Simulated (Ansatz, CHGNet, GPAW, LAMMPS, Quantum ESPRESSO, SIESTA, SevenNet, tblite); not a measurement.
# Which run comes nearest? Glassy 40SiO2-28Al2O3-16Li2O-16SrO (mol %) (85 atoms)

Density of this cell: 3.11 g/cm³. The cell holds 85 atoms: 10 Si, 14 Al, 8 Li, 4 Sr and 49 O. Its edges and angles: a = 9.957 Å, b = 9.957 Å, c = 9.957 Å, α = 90.0°, β = 90.0°, γ = 90.0°. 85 atoms (10 Si, 14 Al, 8 Li, 4 Sr, 49 O) placed at random at 3.11 g/cm³, melted at 4000 K for 10 ps at fixed volume with the Morse and Coulomb pair potential with partial charges (Pedone, Malavasi, Menziani, Cormack and Segre, J. Phys. Chem. B 110, 11780 (2006)). Quenched from 4000 K to 300 K at 6 K/ps and fixed volume, held 5 ps, then minimised at fixed cell.

Geometry: as built.

The reference, a calculation:

- method: Kohn-Sham DFT, PBE, SSSP efficiency 1.3.0 pseudopotentials, plane waves (Quantum ESPRESSO 7.5); sssp-pbe-1.3.0-efficiency, cutoffs 60/480 Ry, Γ point
- r.m.s. force component: 0.7764 eV/Å
- longest force: 3.004 eV/Å
- pressure: 7.794 GPa
- gap (highest filled to lowest empty level): 3.648 eV
- time: 5.9 min on 2 MPI ranks of Arm Neoverse V1, shared host
- CPU time: 12 min

**Question.** The same geometry is run in other programs. How far does each lie from the reference, and what does it cost?
- CHGNet r2SCAN potential (CHGNet r2SCAN; 1 thread)
- GPAW PBE, LCAO dzp, h 0.18 Å (GPAW 26.7.0; 1 thread)
- SevenNet 0 potential (SevenNet 0; 1 thread)
- QE PBE+D3(BJ), sssp-1.3.0-efficiency, 60/480 Ry (Quantum ESPRESSO 7.5; 2 MPI ranks)
- SIESTA PBE, DZ, shift 0.01 Ry, mesh 500 Ry (SIESTA 5.4.2; 2 MPI ranks)
- SIESTA PBE, DZP, shift 0.01 Ry, mesh 150 Ry (SIESTA 5.4.2; 2 MPI ranks)
- CHGNet 0.3.0 potential (CHGNet 0.3.0; 1 thread)
- SIESTA PBE, DZP, shift 0.01 Ry, mesh 500 Ry (SIESTA 5.4.2; 2 MPI ranks)
- GPAW PBE, LCAO sz(dzp), h 0.18 Å (GPAW 26.7.0; 1 thread)
- GPAW revPBE, LCAO dzp, h 0.18 Å (GPAW 26.7.0; 1 thread)

Differences are against the plane-wave reference, forces as r.m.s. over components; share is that over the reference's r.m.s. force, slope the least-squares factor from reference forces to these. Total energies of different programs have different zeros and aren't compared.

| run | Δ force, r.m.s. (meV/Å) | share (%) | slope | Δ pressure (GPa) | Δ gap (eV) | cores | CPU time | memory (GiB) |
| --- | --- | --- | --- | --- | --- | --- | --- | --- |
| reference | - | - | - | - | - | 2 | 12 min | 2.9 |
| CHGNet r2SCAN potential | 273 | 35.1 | 0.672 | -5.59 | - | 1 | 4.7 s | 1.4 |
| GPAW PBE, LCAO dzp, h 0.18 Å | 271 | 34.9 | 1.288 | - | -0.103 | 1 | 6 min | 1.8 |
| SevenNet 0 potential | 60.0 | 7.73 | 0.963 | -0.447 | - | 1 | 10 s | 1.0 |
| QE PBE+D3(BJ), sssp-1.3.0-efficiency, 60/480 Ry | 6.75 | 0.869 | 1.000 | -2.62 | 0 | 2 | 12 min | 2.9 |
| SIESTA PBE, DZ, shift 0.01 Ry, mesh 500 Ry (coarse) | 829 | 107 | 1.772 | 10.8 | -0.476 | 2 | 3.2 min | 1.6 |
| SIESTA PBE, DZP, shift 0.01 Ry, mesh 150 Ry (coarse) | 277 | 35.7 | 1.259 | 3.93 | -0.301 | 2 | 2.1 min | 0.9 |
| CHGNet 0.3.0 potential | 100 | 12.9 | 0.934 | -0.402 | - | 1 | 5.3 s | 1.4 |
| SIESTA PBE, DZP, shift 0.01 Ry, mesh 500 Ry | 277 | 35.7 | 1.260 | 3.94 | -0.301 | 2 | 9.3 min | 2.7 |
| GPAW PBE, LCAO sz(dzp), h 0.18 Å (coarse) | 1032 | 133 | 1.906 | - | -0.686 | 1 | 92 s | 1.3 |
| GPAW revPBE, LCAO dzp, h 0.18 Å | 299 | 38.5 | 1.319 | - | 0.03 | 1 | 6 min | 1.8 |

Rows marked coarse were listed beforehand as settings not expected to be converged; some can still land near the reference.

Times of the machine-learned potentials are mostly Python's start and the loading of weights.

CPU time is summed over cores on a shared host, where runs went side by side, so it is rough. Symmetry, cutoffs, thresholds, outputs and thread counts weren't matched or tuned between programs; memory under MPI is the largest rank's times the ranks.

The PBE runs in local orbitals, coarse settings apart, differ by 35 % (GPAW PBE, LCAO dzp, h 0.18 Å) to 36 % (SIESTA PBE, DZP, shift 0.01 Ry, mesh 500 Ry); basis, grid and potentials can all enter. Machine-learned potentials differ by 7.7 % (SevenNet 0 potential) to 35 % (CHGNet r2SCAN potential); they were trained on other programs' data, some at another functional. In the reference's own program, potentials and cutoffs, a change of model alone moves forces by 0.87 % (QE PBE+D3(BJ), sssp-1.3.0-efficiency, 60/480 Ry). Other rows with another functional or a dispersion term differ by 39 % (GPAW revPBE, LCAO dzp, h 0.18 Å), which mixes the change of model with differences of basis and potentials. Machine-learned potentials mimic data converged in k, so the reference's own k-point error enters their differences. The network of bonds at the start is that of the classical potential that made the cell, and needn't be the one that DFT or experiment would give. The electronic-structure runs sample only Γ, in a cell whose shortest periodic width is 10 Å.

[Hosts, paths, dates, database ids (printed as entryN), source tags and the programs' standing remarks are cut or masked in the printed files.]
